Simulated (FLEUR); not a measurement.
# free Co(0001) film, 3 layers: anisotropy by force theorems

Wanted: anisotropy for free Co(0001) film, 3 layers, with the cost of each step.

Calculated with FLEUR MaX-R8.1; PBE; all-electron FLAPW film, Dirac cores, scalar-relativistic bands.

## (1) The starting structure

The cell holds 3 atoms: 3 Co. Its edges and angles: a = 2.507 Å, b = 2.507 Å, c = 18.070 Å, α = 90.0°, β = 90.0°, γ = 120.0°. Layers at typed spacings, unrelaxed. Vacuum lies along c.

Structure file:

```xyz
3
Lattice="2.5070 0.0000 0.0000 -1.2535 2.1711 0.0000 0.0000 0.0000 18.0700" Properties=species:S:1:pos:R:3
Co    1.2535    0.7237    7.0000
Co    0.0000    1.4474    9.0350
Co    1.2535    0.7237   11.0700
```

## (2) Self-consistent state

The force theorems are single passes in this state's potential, so it has to be converged first.

No symmetry is used, so that later steps may turn the spins freely; k and −k are joined. FLEUR takes the sheet as a true film: the images along c are dropped, heights are typed in bohr, and the vacuum on both sides is semi-infinite. inpgen writes inp.xml from crystal.txt; cutoffs, mixing, functional, smearing and local orbitals are then set in the file. The k list scf (kpts.xml, not shown) is a Γ-centred 14×14×1 mesh; where the ranks do not divide the number of points, some are split in two of half the weight.

File inp.xml:

```
<?xml version="1.0" encoding="UTF-8" standalone="no"?>
<fleurInput fleurInputVersion="0.39">
   <comment>
      Co
   </comment>
   <calculationSetup>
      <cutoffs Kmax="3.66" Gmax="11.0" GmaxXC="11.0" numbands="0"/>
      <scfLoop itmax="150" minDistance="0.00002" maxIterBroyd="15" imix="Anderson" alpha="0.03" precondParam="0.0" spinf="2.0" sdNocoIR="T"/>
      <coreElectrons ctail="F" frcor="F" kcrel="0" coretail_lmax="0"/>
      <xcFunctional name="pbe" relativisticCorrections="F"/>
      <magnetism jspins="2" l_noco="F" l_ss="F">
         <qss>0.0 0.0 0.0</qss>
         <mtNocoParams l_mperp="F" l_mtNocoPot="F" l_relaxSQA="F" mag_mixing_scheme="0" mix_RelaxWeightOffD="1.0" l_constrained="F" mix_constr="1.0"/>
         <sourceFreeMag l_sourceFree="F" l_scaleMag="F" mag_scale="1.0"/>
      </magnetism>
      <soc l_soc="F" theta="0.0" phi="0.0" spav="F"/>
      <expertModes spex="0" secvar="F"/>
      <geometryOptimization l_f="F" forcealpha="1.0" forcemix="BFGS" epsdisp="0.00001" epsforce="0.00001"/>
      <ldaU l_linMix="F" mixParam="0.05" spinf="1.0"/>
   </calculationSetup>
   <cell>
      <bzIntegration valenceElectrons="51.0" mode="hist" fermiSmearingEnergy="0.00183747">
         <kPointListSelection listName="scf"/>
         <xi:include xmlns:xi="http://www.w3.org/2001/XInclude" href="kpts.xml"> </xi:include>
      </bzIntegration>
      <xi:include xmlns:xi="http://www.w3.org/2001/XInclude" href="sym.xml"> </xi:include>
      <filmLattice scale="1.0" dVac="12.97" dTilda="15.47">
         <bravaisMatrixFilm>
            <row-1>    4.7375437355433538    -0.0000000791795246</row-1>
            <row-2>   -2.3687717992124133     4.1028332661104852</row-2>
         </bravaisMatrixFilm>
         <vacuumEnergyParameters vacuum="1" spinUp="-.25" spinDown="-.25"/>
         <vacuumEnergyParameters vacuum="2" spinUp="-.25" spinDown="-.25"/>
      </filmLattice>
   </cell>
   <atomSpecies>
      <species name="Cobalt (Co2.000" element="Co" atomicNumber="27">
         <mtSphere radius="2.24" gridPoints="741" logIncrement="0.016"/>
         <atomicCutoffs lmax="8" lnonsphr="6"/>
         <electronConfig flipSpins="F">
            <coreConfig>(1s1/2) (2s1/2) (2p1/2) (2p3/2)</coreConfig>
            <valenceConfig>(3s1/2) (3p1/2) (3p3/2) (4s1/2) (3d3/2) (3d5/2)</valenceConfig>
            <stateOccupation state="(3d3/2)" spinUp="1.5" spinDown="1.3"/>
            <stateOccupation state="(3d5/2)" spinUp="3.0" spinDown="1.2"/>
         </electronConfig>
         <energyParameters s="4" p="4" d="3" f="4"/>
         <lo type="SCLO" l="0" n="3" eDeriv="0"/>
         <lo type="SCLO" l="1" n="3" eDeriv="0"/>
      </species>
   </atomSpecies>
   <atomGroups>
      <atomGroup species="Cobalt (Co2.000">
         <filmPos label="                   1">-1.000/3.000 1.000/3.000 -3.8456063830</filmPos>
         <force calculate="T" relaxXYZ="TTT"/>
         <nocoParams  alpha="0.0" beta="0.0"/>
      </atomGroup>
      <atomGroup species="Cobalt (Co2.000">
         <filmPos label="                   2">1.000/3.000 -1.000/3.000 .0000000000</filmPos>
         <force calculate="T" relaxXYZ="TTT"/>
         <nocoParams  alpha="0.0" beta="0.0"/>
      </atomGroup>
      <atomGroup species="Cobalt (Co2.000">
         <filmPos label="                   3">-1.000/3.000 1.000/3.000 3.8456063830</filmPos>
         <force calculate="T" relaxXYZ="TTT"/>
         <nocoParams  alpha="0.0" beta="0.0"/>
      </atomGroup>
   </atomGroups>
   <output dos="F" band="F" slice="F">
      <bandDOS minEnergy="-.5*Htr" maxEnergy="0.5*Htr" sigma="0.015" storeEVData="T"/>
      <plotting iplot="0" polar="F">
         <plot TwoD="T" vec1="  1.0  0.0  0.0" vec2="  0.0  1.0  0.0" vec3="  0.0  0.0  1.0" zero="  0.0  0.0 -0.5" file="plot"/>
      </plotting>
      <moessbauerParams electricFieldGradient="F" isomerShift="F" coreHyperfine="F" valenceHyperfine="F"/>
   </output>
</fleurInput>
```

File crystal.txt:

```
Co
&input film=T cartesian=F /
2.50700018054  -0.00000004190  0.00000000000
-1.25350005399  2.17112586459  0.00000000000
0.00000000000  0.00000000000  1.00000000000
1.8897261246
1.0 1.0 1.0

3
27 0.66666666667  0.33333333333  -3.84560638303 : 2.000
27 0.33333333333  0.66666666667  0.00000000000 : 2.000
27 0.66666666667  0.33333333333  3.84560638303 : 2.000

&kpt div1=14 div2=14 div3=1 gamma=T /
```

Launch:

```
$ OMP_NUM_THREADS=1 inpgen -f crystal.txt -nosym -noco > inpgen.log  # inp.xml is then edited as shown
$ OMP_NUM_THREADS=1 mpirun -n 4 fleur_MPI > fleur.log
```

What it wrote:

```text
Welcome to FLEUR        (www.flapw.de)
      MaX-Release 8.1          (www.max-centre.eu)

 ========== k-point set info ==========
 Selected k-point list: scf
 k-point list type: mesh
 0 x 0 x 0
 Number of k points: 100

 ------------Calculation Setup---------------------------
 Number of MPI-tasks      :            4
 Number of PE/node        :            4
 Number of OMP-threads    :            1
 k-points in parallel     :            4
 pe's per k-point         :            1
 No of k-point loops      :           25
 Eigenvalue solver        :       lapack
 Number of basis functions:          273
 Approximate size of matrices (H+S) per k-point:         0.002 GB
 --------------------------------------------------------
 Iteration:     1   Distance:      31.93400415 me/bohr^3
 Iteration:     2   Distance:      12.32459940 me/bohr^3
 Iteration:     3   Distance:      13.37991083 me/bohr^3
 Iteration:     4   Distance:       6.53426958 me/bohr^3
 Iteration:     5   Distance:       6.23753567 me/bohr^3
 Iteration:     6   Distance:       3.80191217 me/bohr^3
 Iteration:     7   Distance:       3.00622909 me/bohr^3
 Iteration:     8   Distance:       2.15813182 me/bohr^3
 Iteration:     9   Distance:       1.67793479 me/bohr^3
 Iteration:    10   Distance:       1.47352522 me/bohr^3
[... 17 iterations left out ...]
 Iteration:    28   Distance:       0.00029990 me/bohr^3
 Iteration:    29   Distance:       0.00025110 me/bohr^3
 Iteration:    30   Distance:       0.00023389 me/bohr^3
 Iteration:    31   Distance:       0.00023256 me/bohr^3
 Iteration:    32   Distance:       0.00021849 me/bohr^3
 Iteration:    33   Distance:       0.00013163 me/bohr^3
 Iteration:    34   Distance:       0.00007719 me/bohr^3
 Iteration:    35   Distance:       0.00005743 me/bohr^3
 Iteration:    36   Distance:       0.00002735 me/bohr^3
 Iteration:    37   Distance:       0.00000889 me/bohr^3

 ********************************************************************
 Run finished successfully
 Stop message:
   all done
 ********************************************************************

--- out.xml (last complete iteration) ---
<iteration numberForCurrentRun="   37" overallNumber="   37">
         [... left out ...]
         <bandgap value="0.0000008772" units="eV"/>
         <sumValenceSingleParticleEnergies value="-71.1787498339" units="Htr"/>
         <FermiEnergy value="-0.1848315974" units="Htr"/>
         <valenceDensity>
            <mtCharges spin="1">
               <mtCharge atomType="1" total="8.8022877" s="1.1947418" p="3.1268684" d="4.4690536" f="0.0088328"/>
               <mtCharge atomType="2" total="8.8320522" s="1.1903844" p="3.1638358" d="4.4617677" f="0.0122839"/>
               <mtCharge atomType="3" total="8.8022877" s="1.1947418" p="3.1268684" d="4.4690536" f="0.0088328"/>
            </mtCharges>
            <mtCharges spin="2">
               <mtCharge atomType="1" total="6.9672888" s="1.1970700" p="3.1582120" d="2.6010481" f="0.0085541"/>
               <mtCharge atomType="2" total="7.0515624" s="1.1995930" p="3.2024264" d="2.6340605" f="0.0120864"/>
               <mtCharge atomType="3" total="6.9672888" s="1.1970700" p="3.1582120" d="2.6010480" f="0.0085541"/>
            </mtCharges>
            <spinDependentCharge spin="1" total="28.1251207" interstitial="1.5871806" mtSpheres="26.4366276" vacuum1="0.0506563" vacuum2="0.0506563"/>
            <spinDependentCharge spin="2" total="22.8748795" interstitial="1.7786414" mtSpheres="20.9861400" vacuum1="0.0550491" vacuum2="0.0550491"/>
            <totalCharge value="51.0000002362"/>
         </valenceDensity>
         [... left out ...]
         <allElectronCharges>
            <spinDependentCharge spin="1" total="43.1251207" interstitial="1.5871806" mtSpheres="41.4366276" vacuum1="0.0506563" vacuum2="0.0506563"/>
            <spinDependentCharge spin="2" total="37.8748795" interstitial="1.7786414" mtSpheres="35.9861400" vacuum1="0.0550491" vacuum2="0.0550491"/>
            <totalCharge value="81.0000002372"/>
         </allElectronCharges>
         <magneticMomentsInMTSpheres units="muBohr">
            <globalMagMoment atomType="1" vec="0.00000   0.00000   1.83500"/>
            <localMagMoment atomType="1" vec="0.00000   0.00000   1.83500"/>
            <globalMagMoment atomType="2" vec="0.00000   0.00000   1.78049"/>
            <localMagMoment atomType="2" vec="0.00000   0.00000   1.78049"/>
            <globalMagMoment atomType="3" vec="0.00000   0.00000   1.83500"/>
            <localMagMoment atomType="3" vec="0.00000   0.00000   1.83500"/>
         </magneticMomentsInMTSpheres>
         <moessbauerParams unitsHFF="kG" unitsIS="e/bohr^3" unitsEFG="Htr/bohr^2">
         </moessbauerParams>
         <totalEnergy value="    -4180.3713556559" units="Htr">
            <sumOfEigenvalues value="    -2449.9190106387">
               <coreElectrons value="-2378.7402608047"/>
               <valenceElectrons value="-71.1787498339"/>
            </sumOfEigenvalues>
            <densityCoulombPotentialIntegral value="-6459.5754110526"/>
            <densityEffectivePotentialIntegral value="-6692.0254293316"/>
            <chargeDenXCDenIntegral value="-179.0113156942"/>
            <FockExchangeEnergyValence value="0.0000000000"/>
            <FockExchangeEnergyCore value="0.0000000000"/>
            <atomTypeDependentContributions atomType="1">
               <electronNucleiInteractionDifferentMTs value="1666.6068723634"/>
               <MadelungTerm value="-4.6368319860"/>
            </atomTypeDependentContributions>
            <atomTypeDependentContributions atomType="2">
               <electronNucleiInteractionDifferentMTs value="1667.3809306527"/>
               <MadelungTerm value="-3.8104138072"/>
            </atomTypeDependentContributions>
            <atomTypeDependentContributions atomType="3">
               <electronNucleiInteractionDifferentMTs value="1666.6068722688"/>
               <MadelungTerm value="-4.6368320502"/>
            </atomTypeDependentContributions>
            <tkbTimesEntropy value="0.0012173154"/>
            <freeEnergy value="-4180.3725729713"/>
            <extrapolationTo0K value="-4180.3719643136"/>
         </totalEnergy>
         <densityConvergence units="me/bohr^3">
            <chargeDensity spin="1" distance="0.0000063188"/>
            <chargeDensity spin="2" distance="0.0000057993"/>
            <overallChargeDensity distance="0.0000082528"/>
            <spinDensity distance="0.0000088887"/>
         </densityConvergence>
      </iteration>
```

The job ended after 2.8 min (4 MPI ranks of Arm Neoverse V1, shared host; peak memory 0.71 GiB; 11 min of CPU time).

Spin moment in the muffin-tin sphere by atom:

| atom | spin moment in the muffin-tin sphere (μB) |
| --- | --- |
| Co1 | 1.83 |
| Co2 | 1.78 |
| Co3 | 1.83 |

This step gave:

* free energy: -113753.7327 eV
* program's band gap on this mesh (in a metal only a level spacing): 8.77e-7 eV
* magnetization: 5.250 μB
* final state: ferromagnetic

After 37 cycles the largest moment stands at 1.83 μB.

## (3) Energy against the direction of the moments, rung 1

Anisotropy is a small difference, so it is taken from sums over occupied states at a frozen potential, where most errors cancel.

One pass with spin–orbit coupling for each direction, from the saved density. The k list mae (kpts.xml, not shown) is a Γ-centred 23×23×1 mesh.

Edit inp.xml of step 2 so:

```diff
@@ -6,4 +6,4 @@
    <calculationSetup>
-      <cutoffs Kmax="3.66" Gmax="11.0" GmaxXC="11.0" numbands="0"/>
-      <scfLoop itmax="150" minDistance="0.00002" maxIterBroyd="15" imix="Anderson" alpha="0.03" precondParam="0.0" spinf="2.0" sdNocoIR="T"/>
+      <cutoffs Kmax="3.66" Gmax="11.0" GmaxXC="11.0" numbands="99"/>
+      <scfLoop itmax="1" minDistance="0.00002" maxIterBroyd="15" imix="Anderson" alpha="0.03" precondParam="0.0" spinf="2.0" sdNocoIR="T"/>
       <coreElectrons ctail="F" frcor="F" kcrel="0" coretail_lmax="0"/>
@@ -15,3 +15,3 @@
       </magnetism>
-      <soc l_soc="F" theta="0.0" phi="0.0" spav="F"/>
+      <soc l_soc="T" theta="0.0" phi="0.0" spav="F"/>
       <expertModes spex="0" secvar="F"/>
@@ -22,3 +22,3 @@
       <bzIntegration valenceElectrons="51.0" mode="hist" fermiSmearingEnergy="0.00183747">
-         <kPointListSelection listName="scf"/>
+         <kPointListSelection listName="mae"/>
          <xi:include xmlns:xi="http://www.w3.org/2001/XInclude" href="kpts.xml"> </xi:include>
@@ -74,2 +74,5 @@
    </output>
+   <forceTheorem>
+      <MAE theta="0.0 1.5707963 1.5707963" phi="0.0 0.0 1.5707963"/>
+   </forceTheorem>
 </fleurInput>
```

Launch:

```
$ OMP_NUM_THREADS=1 mpirun -n 4 fleur_MPI -warn_only > fleur.log
```

What it wrote:

```text
[banner, memory and clock lines left out]
Welcome to FLEUR        (www.flapw.de)
      MaX-Release 8.1          (www.max-centre.eu)

 ========== k-point set info ==========
 Selected k-point list: mae
 k-point list type: mesh
 0 x 0 x 0
 Number of k points: 532

 [... set-up left out ...]
 ********************************************************************
 Run finished successfully
 Stop message:
   Forcetheorem MAE
 ********************************************************************

--- out.xml (force theorem) ---
<Forcetheorem_MAE Angles="3" units="Htr">
            <Angle theta="0.0000000" phi="0.0000000" ev-sum="-71.181125710"/>
            <Angle theta="1.5707963" phi="0.0000000" ev-sum="-71.181108796"/>
            <Angle theta="1.5707963" phi="1.5707963" ev-sum="-71.181108795"/>
         </Forcetheorem_MAE>
```

Elapsed: 90 s, on 4 MPI ranks; peak memory 1.2 GiB.

Anisotropy energies, by row:

| axis | x | y | z | band energy less the first axis' (meV a cell) |
| --- | --- | --- | --- | --- |
| z | 0 | 0 | 1 | 0 |
| x | 1 | 0 | 0 | 0.4603 |
| y | 0 | 1 | 0 | 0.4603 |

Shape anisotropy is not in these numbers.

## (4) Anisotropy by the force theorem, rung 2

A second rung shows how far the first can be trusted.

The k list mae (kpts.xml, not shown) is a Γ-centred 35×35×1 mesh.

inp.xml is that of step 3.

What it wrote:

```text
[banner, memory and clock lines left out]
Welcome to FLEUR        (www.flapw.de)
      MaX-Release 8.1          (www.max-centre.eu)

 ========== k-point set info ==========
 Selected k-point list: mae
 k-point list type: mesh
 0 x 0 x 0
 Number of k points: 1228

 [... set-up left out ...]
 ********************************************************************
 Run finished successfully
 Stop message:
   Forcetheorem MAE
 ********************************************************************

--- out.xml (force theorem) ---
<Forcetheorem_MAE Angles="3" units="Htr">
            <Angle theta="0.0000000" phi="0.0000000" ev-sum="-71.181256026"/>
            <Angle theta="1.5707963" phi="0.0000000" ev-sum="-71.181230569"/>
            <Angle theta="1.5707963" phi="1.5707963" ev-sum="-71.181230599"/>
         </Forcetheorem_MAE>
```

The job ended after 3.4 min (4 MPI ranks; peak memory 2.4 GiB; 14 min of CPU time).

Anisotropy energies, by row:

| axis | x | y | z | band energy less the first axis' (meV a cell) |
| --- | --- | --- | --- | --- |
| z | 0 | 0 | 1 | 0 |
| x | 1 | 0 | 0 | 0.6927 |
| y | 0 | 1 | 0 | 0.6919 |

(Continued in part 2 of 2.)

[Logs and program files are shortened in this print: banners, set-up blocks, solver, clock and traceback lines can be left out without a mark of their own.]

[Logs are printed without paths, hosts, clocks, repeated set-up lines and the standing remarks that a program may print on its own settings, such as how far it seeks lower states.]

[Hosts, paths, dates, database ids (printed as entryN), source tags and the programs' standing remarks are cut or masked in the printed files.]

[Where a cell is said to come from a database of computed structures, the database is the Materials Project.]
